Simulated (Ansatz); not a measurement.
# Anharmonic phonons and stability of ThIn3 (Pm-3m), part 2 of 3

Wanted: self-consistent phonon frequencies, thermal pressure and a stability verdict for ThIn3.

Ansatz 0.2.0; DFT PBEsol, scalar-relativistic, plane waves, PAW.

So far. Step 3 (Single point at the given cell, occupations Gaussian …): The static pressure at this volume is -8.8 GPa, so this functional's own equilibrium cell is smaller. Step 4 (The given cell once more, occupations …): The static pressure at this volume is -8.8 GPa, so this functional's own equilibrium cell is smaller.

### 6. Sampling the crystal at temperature

Harmonic theory ignores how far atoms move; here frames sampled at temperature supply the forces, and the run stops at an error target or a frame limit.

Input file input.yaml:

```yaml
crystal:
  lattice:
    - [4.96, 0.0, 0.0]
    - [0.0, 4.96, 0.0]
    - [0.0, 0.0, 4.96]
  atoms:
    - { symbol: Th, position: [0.0, 0.0, 0.0] }
    - { symbol: In, position: [0.0, 0.5, 0.5] }
    - { symbol: In, position: [0.5, 0.0, 0.5] }
    - { symbol: In, position: [0.5, 0.5, 0.0] }
kpoints:
  mp_grid: { grid: [6, 6, 6] }
hamiltonian:
  xc: pbesol
scf:
  occupations: { method: methfessel_paxton, width: 0.2 }
output:
  stress: true
  eigenvalues: true
phonons:
  method: fd
  supercell: [2, 2, 2]
  temperatures: { t_max: 400, t_step: 50 }
  qpath:
    path:
      - [[0.0, 0.0, 0.0], [0.0, 0.5, 0.0], [0.5, 0.5, 0.0], [0.0, 0.0, 0.0], [0.5, 0.5, 0.5], [0.0, 0.5, 0.0]]
      - [[0.5, 0.5, 0.0], [0.5, 0.5, 0.5]]
    npoints: 10
  self_consistent:
    temperatures: [100.0, 300.0, 600.0]
    max_frames: 128
    max_frequency_error: 2.0
  dielectric: false
  interpolated_qmesh: [9, 9, 9]
```

Command:

```bash
$ ansatz run input.yaml --threads 18 --pin off --max-ram 92160MiB --backend cuda --events-out ev --progress --plain --runs-dir out
```

Numbers of over 12 decimals in the logs are rounded to 6 here.

What it wrote:

```text
[...]
Crystal: 32 atoms, lattice volume = 976.191 Å³
Basis set: ecut = 420 eV, 19093 PW (Γ), exchange–correlation on 144×144×144 points (8 copies of the dense FFT grid, shifted against one another)
Bands: 248, of which v1, the nominal top of the filled ones, is band 204 counted from 1 (203 counted from 0)
Symmetry: 384 space group operations
k-points: 4 of 27
[...]
SCF iter   1: F=—  HF=-237065.951395 eV  |F-HF|=—  |Δ(HF+E_count)|=         —  Δρ=6.31e-8  dr2=6.10e-11  ethr=1.00e-12  ⟨swp⟩=3.0  Hψ=2605  notcnv=0
[...]
SCF iter   2: F=-237065.951395 eV  HF=-237065.951395 eV  |F-HF|=2.91e-11  |Δ(HF+E_count)|=  5.82e-11  S|Δr|=    0.00e0  Δρ=4.14e-8  dr2=2.50e-11  ethr=1.00e-12  ⟨swp⟩=4.2  Hψ=2746  notcnv=0
SCF 1 converged in 2 iterations: F = -237065.951395 eV  dr2 = 2.50e-11
[...]
phonons: the bands overlap, so this run is a metal and interpolates without the dipole-dipole term. If the crystal is really an insulator or semiconductor, its LO-TO splitting is missing
[...]
Symmetry: 8 space group operations
k-points: 6 of 27 (time reversal used)
[...]
iter 1 solved again at ethr=1.05e-8 eV; its pass at ethr=3.10e-3 eV (dr2=4.30e-5 eV) is discarded
[...]
SCF iter   2: F=—  HF=-237065.951390 eV  |F-HF|=—  |Δ(HF+E_count)|=   3.67e-5  S|Δr|=    0.00e0  Δρ=1.99e-5  dr2=2.61e-5  ethr=1.05e-8  ⟨swp⟩=1.7  Hψ=1502  notcnv=0  defer=11
[...]
SCF iter   8: F=-237065.951386 eV  HF=-237065.951386 eV  |F-HF|=2.91e-11  |Δ(HF+E_count)|=    0.00e0  S|Δr|=    0.00e0  Δρ=1.31e-8  dr2=3.22e-12  ethr=1.00e-12  ⟨swp⟩=8.2  Hψ=7001  notcnv=0
SCF 2 converged in 8 iterations: F = -237065.951386 eV  dr2 = 3.22e-12
[...]
concurrent solve slots: 5 of 6 are kept, ahead of what memory takes: no pass of the eigensolver takes more rounds on 5
[...]
SCF 3 converged in 7 iterations: F = -237065.951389 eV  dr2 = 5.26e-12
[...]
softest of the free energy's second derivatives: 36.52 ± 0.36 cm⁻¹ at q 0.5000 0.5000 0.5000; ahead of this temperature's last population 36.79
    the crystal stands in this phase at this temperature, as far as these wave vectors tell
    the ions' mean positions are those at rest
    free energy -29634.415433 ± 0.000563 eV a cell, of which vibrations -1.171508; entropy 284.530 ± 0.123 J/(mol·K) of cells
      by the harmonic crystal on the mesh of its thermodynamic functions, with what the supercell's own 93 modes hold beyond it; by those alone vibrations -1.112072, entropy 271.889
      a free energy on a mesh is no bound; the supercell's own free energy is the best Gaussian's, an upper bound on the crystal's: what lies beyond it on the fitted surface stands below, to be added
    pressure -7.0993 ± 0.0136 GPa; at rest -8.8679, so that the ions' motion makes +1.7686
      stress (GPa, positive in compression): xx -7.0993 ± 0.0136, yy -7.0993 ± 0.0136, zz -7.0993 ± 0.0136, yz 0.0000 ± 0.0000, xz 0.0000 ± 0.0000, xy -0.0000 ± 0.0000
      by the supercell's own 93 modes alone, which lack the rigid motions: in the warmth about 1/32 of what the motion makes, which no ± holds; not to be laid beside figures on a mesh
    beyond the Gaussian, in the hollow that it stands in and those that the ions reach from there, by exact statistics on the surface that is fitted to the frames (rings of 2 beads):
      8 configuration(s) of the rings are solved and fitted beside the frames
      free energy -0.015360 ± 0.000398 eV a cell
      leaving out a pair of frames, or group of many, changes the fitted energy by up to 0.06 k_B T, T the rings' temperature (one standard deviation); of these ± those of the frequencies lack the bias that few frames leave, and those of the mean squares the mean places' part of it
      pressure +0.0864 ± 0.0130 GPa; with it, by the rings' own mean, -7.0133 ± 0.0161, so that the ions' motion makes +1.8546: by the supercell's own 93 modes alone, as the Gaussian's
      mean square displacement, over the three axes, of site 3 from 0, In, the most changed: 0.09768 ± 0.00070 Å², of which +0.01394 beyond the Gaussian's
      softest frequency by how far the rings' centres move (above zero always: no sign of whether the crystal stands): 35.84 ± 0.39 cm⁻¹ at q 0.5000 0.5000 0.5000
    frequencies (cm⁻¹; below zero: imaginary; ±: error) of the harmonic crystal, of the Gaussian, of the free energy's second derivatives, each in its own ascending order
      q 0.0000 0.0000 0.0000
            48.42       56.92 ±  0.15       53.81 ±  0.21
            48.42       56.92 ±  0.15       53.81 ±  0.21
            48.42       56.92 ±  0.15       53.81 ±  0.21
            73.74       77.82 ±  0.20       73.06 ±  0.33
            73.74       77.82 ±  0.20       73.06 ±  0.33
            73.74       77.82 ±  0.20       73.06 ±  0.33
            97.96      104.13 ±  0.25       98.96 ±  0.48
            97.96      104.13 ±  0.25       98.96 ±  0.48
            97.96      104.13 ±  0.25       98.96 ±  0.48
      q 0.0000 0.0000 0.5000, and 2 like it
            42.54       46.60 ±  0.19       43.72 ±  0.31
            42.54       46.60 ±  0.19       43.72 ±  0.31
            47.53       53.02 ±  0.17       49.47 ±  0.25
            49.72       53.02 ±  0.17       49.47 ±  0.25
            49.72       57.19 ±  0.24       51.36 ±  0.40
            60.86       66.30 ±  0.17       62.01 ±  0.50
            73.29       80.66 ±  0.28       75.36 ±  0.57
            77.48       84.74 ±  0.21       79.17 ±  0.41
            77.48       84.74 ±  0.21       79.17 ±  0.41
            80.51       87.36 ±  0.25       82.41 ±  0.40
            80.51       90.17 ±  0.26       84.21 ±  0.36
            81.23       90.17 ±  0.26       84.21 ±  0.36
      q 0.0000 0.5000 0.5000, and 2 like it
            40.68       42.55 ±  0.18       39.96 ±  0.31
            45.44       47.66 ±  0.21       44.38 ±  0.30
            45.44       47.66 ±  0.21       44.38 ±  0.30
            55.50       62.37 ±  0.19       57.13 ±  0.34
            59.56       65.55 ±  0.16       61.62 ±  0.29
            60.38       67.51 ±  0.29       63.39 ±  0.41
            62.39       70.99 ±  0.28       65.75 ±  0.98
            72.48       79.34 ±  0.21       73.61 ±  0.40
            72.48       79.34 ±  0.21       73.61 ±  0.40
            84.59       92.06 ±  0.18       86.35 ±  0.44
            84.59       92.06 ±  0.18       86.35 ±  0.44
            90.24       97.05 ±  0.24       91.94 ±  0.45
      q 0.5000 0.5000 0.5000
            36.16       38.95 ±  0.28       36.52 ±  0.36
            36.16       38.95 ±  0.28       36.52 ±  0.36
            46.51       45.77 ±  0.33       44.18 ±  0.38
            46.51       45.77 ±  0.33       44.18 ±  0.38
            46.51       45.77 ±  0.33       44.18 ±  0.38
            59.03       64.88 ±  0.23       61.05 ±  0.30
            59.03       64.88 ±  0.23       61.05 ±  0.30
            59.03       64.88 ±  0.23       61.05 ±  0.30
            67.68       80.89 ±  0.43       76.53 ±  0.54
           100.58      107.42 ±  0.27      101.82 ±  0.44
           100.58      107.42 ±  0.27      101.82 ±  0.44
           100.58      107.42 ±  0.27      101.82 ±  0.44
```

The job ended after 1.7 min (1 × NVIDIA GB200 with 18 threads of Arm Neoverse V2, shared host; peak memory 2.3 GiB; 19 min of CPU time).

This step gave:

```
point group                     : m-3m
frames solved                   : 48
pressure of the lattice at rest : -8.868 GPa
```

100 K; each column in its own order of rank; one wavevector of each set of like ones; translations left out; no LO-TO term. Modes at 100K, by row, the first 40 of 45 rows:

```
 q1   q2   q3  rank  harmonic (cm⁻¹)  gaussian (cm⁻¹)  gaussian error (cm⁻¹)  hessian (cm⁻¹)  hessian error (cm⁻¹)  path integral (cm⁻¹)  path integral error (cm⁻¹)
  0    0    0     1             48.4             50.6                    0.1              50                   0.1                    50                         0.1
  0    0    0     2             48.4             50.6                    0.1              50                   0.1                    50                         0.1
  0    0    0     3             48.4             50.6                    0.1              50                   0.1                    50                         0.1
  0    0    0     4             73.7             74.5                    0.2            73.5                   0.2                  73.5                         0.2
  0    0    0     5             73.7             74.5                    0.2            73.5                   0.2                  73.5                         0.2
  0    0    0     6             73.7             74.5                    0.2            73.5                   0.2                  73.5                         0.2
  0    0    0     7               98             99.1                    0.1            98.1                   0.2                  98.1                         0.1
  0    0    0     8               98             99.1                    0.1            98.1                   0.2                  98.1                         0.1
  0    0    0     9               98             99.1                    0.1            98.1                   0.2                  98.1                         0.1
  0    0  0.5     1             42.5             43.4                    0.1            42.8                   0.1                  42.9                         0.1
  0    0  0.5     2             42.5             43.4                    0.1            42.8                   0.1                  42.9                         0.1
  0    0  0.5     3             47.5             49.9                    0.2            48.6                   0.2                  48.6                         0.2
  0    0  0.5     4             49.7             50.4                    0.1            49.7                   0.1                  49.7                         0.1
  0    0  0.5     5             49.7             50.4                    0.1            49.7                   0.1                  49.7                         0.1
  0    0  0.5     6             60.9               62                    0.1            61.3                   0.2                  61.1                         0.2
  0    0  0.5     7             73.3               75                    0.1              74                   0.2                  73.8                         0.1
  0    0  0.5     8             77.5               79                    0.1            77.9                   0.1                  77.8                         0.1
  0    0  0.5     9             77.5               79                    0.1            77.9                   0.1                  77.8                         0.1
  0    0  0.5    10             80.5             82.6                    0.2            81.5                   0.2                  81.5                         0.2
  0    0  0.5    11             80.5             82.8                      0            81.5                   0.1                  81.7                         0.1
  0    0  0.5    12             81.2             82.8                      0            81.5                   0.1                  81.7                         0.1
  0  0.5  0.5     1             40.7               41                    0.1            40.6                   0.1                  40.6                         0.1
  0  0.5  0.5     2             45.4             46.2                    0.1            45.5                   0.1                  45.5                         0.1
  0  0.5  0.5     3             45.4             46.2                    0.1            45.5                   0.1                  45.5                         0.1
  0  0.5  0.5     4             55.5             56.9                    0.1            55.9                   0.1                  55.9                         0.1
  0  0.5  0.5     5             59.6             62.1                    0.1              61                   0.5                    61                         0.2
  0  0.5  0.5     6             60.4             62.2                    0.1            61.3                   0.1                  61.3                         0.2
  0  0.5  0.5     7             62.4             63.1                      0            62.3                   0.1                  62.3                         0.1
  0  0.5  0.5     8             72.5             73.9                    0.1            72.7                   0.1                  72.7                         0.1
  0  0.5  0.5     9             72.5             73.9                    0.1            72.7                   0.1                  72.7                         0.1
  0  0.5  0.5    10             84.6               86                      0            84.8                   0.1                  84.8                         0.1
  0  0.5  0.5    11             84.6               86                      0            84.8                   0.1                  84.8                         0.1
  0  0.5  0.5    12             90.2             91.5                    0.2            90.4                   0.2                  90.4                         0.2
0.5  0.5  0.5     1             36.2             36.7                    0.2            36.3                   0.2                  36.3                         0.2
0.5  0.5  0.5     2             36.2             36.7                    0.2            36.3                   0.2                  36.3                         0.2
0.5  0.5  0.5     3             46.5             46.3                    0.1              46                   0.1                    46                         0.1
0.5  0.5  0.5     4             46.5             46.3                    0.1              46                   0.1                    46                         0.1
0.5  0.5  0.5     5             46.5             46.3                    0.1              46                   0.1                    46                         0.1
0.5  0.5  0.5     6               59             60.4                    0.1            59.6                   0.1                  59.5                         0.1
0.5  0.5  0.5     7               59             60.4                    0.1            59.6                   0.1                  59.5                         0.1
```

300 K; each column in its own order of rank; one wavevector of each set of like ones; translations left out; no LO-TO term. Modes at 300K, by row, the first 40 of 45 rows:

```
 q1   q2   q3  rank  harmonic (cm⁻¹)  gaussian (cm⁻¹)  gaussian error (cm⁻¹)  hessian (cm⁻¹)  hessian error (cm⁻¹)  path integral (cm⁻¹)  path integral error (cm⁻¹)
  0    0    0     1             48.4             53.6                    0.3              52                   0.3                  51.9                         0.4
  0    0    0     2             48.4             53.6                    0.3              52                   0.3                  51.9                         0.4
  0    0    0     3             48.4             53.6                    0.3              52                   0.3                  51.9                         0.4
  0    0    0     4             73.7             75.9                    0.1            73.3                   0.2                  72.9                         0.3
  0    0    0     5             73.7             75.9                    0.1            73.3                   0.2                  72.9                         0.3
  0    0    0     6             73.7             75.9                    0.1            73.3                   0.2                  72.9                         0.3
  0    0    0     7               98            101.3                    0.2            98.4                   0.3                  98.3                         0.2
  0    0    0     8               98            101.3                    0.2            98.4                   0.3                  98.3                         0.2
  0    0    0     9               98            101.3                    0.2            98.4                   0.3                  98.3                         0.2
  0    0  0.5     1             42.5             44.8                    0.1            43.2                   0.1                  43.2                         0.2
  0    0  0.5     2             42.5             44.8                    0.1            43.2                   0.1                  43.2                         0.2
  0    0  0.5     3             47.5             51.5                    0.1            49.5                   0.2                  49.3                         0.2
  0    0  0.5     4             49.7             51.5                    0.1            49.5                   0.2                  49.3                         0.2
  0    0  0.5     5             49.7             53.1                    0.3            49.7                   0.6                  49.7                         0.4
  0    0  0.5     6             60.9             63.6                    0.2            61.3                   0.4                  61.2                         0.2
  0    0  0.5     7             73.3             77.4                    0.2            74.5                   0.2                  74.3                         0.2
  0    0  0.5     8             77.5             81.7                    0.3            78.6                   0.4                  78.2                         0.4
  0    0  0.5     9             77.5             81.7                    0.3            78.6                   0.4                  78.2                         0.4
  0    0  0.5    10             80.5             84.4                    0.2            81.6                   0.4                  81.4                         0.2
  0    0  0.5    11             80.5             85.6                    0.1            82.2                   0.2                  82.1                         0.2
  0    0  0.5    12             81.2             85.6                    0.1            82.2                   0.2                  82.1                         0.2
  0  0.5  0.5     1             40.7             41.5                    0.2            40.2                   0.4                  40.2                         0.2
  0  0.5  0.5     2             45.4             46.8                    0.1            44.9                   0.2                  44.8                         0.2
  0  0.5  0.5     3             45.4             46.8                    0.1            44.9                   0.2                  44.8                         0.2
  0  0.5  0.5     4             55.5             59.2                    0.1            56.3                   0.2                  56.1                         0.2
  0  0.5  0.5     5             59.6             64.1                    0.3            61.9                   0.4                  61.9                         0.3
  0  0.5  0.5     6             60.4             64.4                    0.2              62                   0.2                  62.1                         0.2
  0  0.5  0.5     7             62.4             65.6                    0.3            62.7                   0.5                  62.6                         0.4
  0  0.5  0.5     8             72.5             76.2                    0.2            72.9                   0.3                  72.6                         0.2
  0  0.5  0.5     9             72.5             76.2                    0.2            72.9                   0.3                  72.6                         0.2
  0  0.5  0.5    10             84.6             88.6                    0.2            85.4                   0.4                  85.4                         0.3
  0  0.5  0.5    11             84.6             88.6                    0.2            85.4                   0.4                  85.4                         0.3
  0  0.5  0.5    12             90.2             93.3                    0.6            90.4                   0.9                  90.2                         0.6
0.5  0.5  0.5     1             36.2               38                    0.1            36.7                   0.1                  36.6                         0.2
0.5  0.5  0.5     2             36.2               38                    0.1            36.7                   0.1                  36.6                         0.2
0.5  0.5  0.5     3             46.5             45.7                    0.2            44.9                   0.3                  44.7                         0.3
0.5  0.5  0.5     4             46.5             45.7                    0.2            44.9                   0.3                  44.7                         0.3
0.5  0.5  0.5     5             46.5             45.7                    0.2            44.9                   0.3                  44.7                         0.3
0.5  0.5  0.5     6               59             62.3                    0.2            60.1                   0.4                    60                         0.3
0.5  0.5  0.5     7               59             62.3                    0.2            60.1                   0.4                    60                         0.3
```

[end of part 2 of 3]

[Logs are printed without paths, hosts, clocks, repeated set-up lines and the standing remarks that a program may print on its own settings, such as how far it seeks lower states.]

[Hosts, paths, dates, database ids (printed as entryN), source tags and the programs' standing remarks are cut or masked in the printed files.]

[A step with changed settings may run another functional than the one named; its input shows which.]
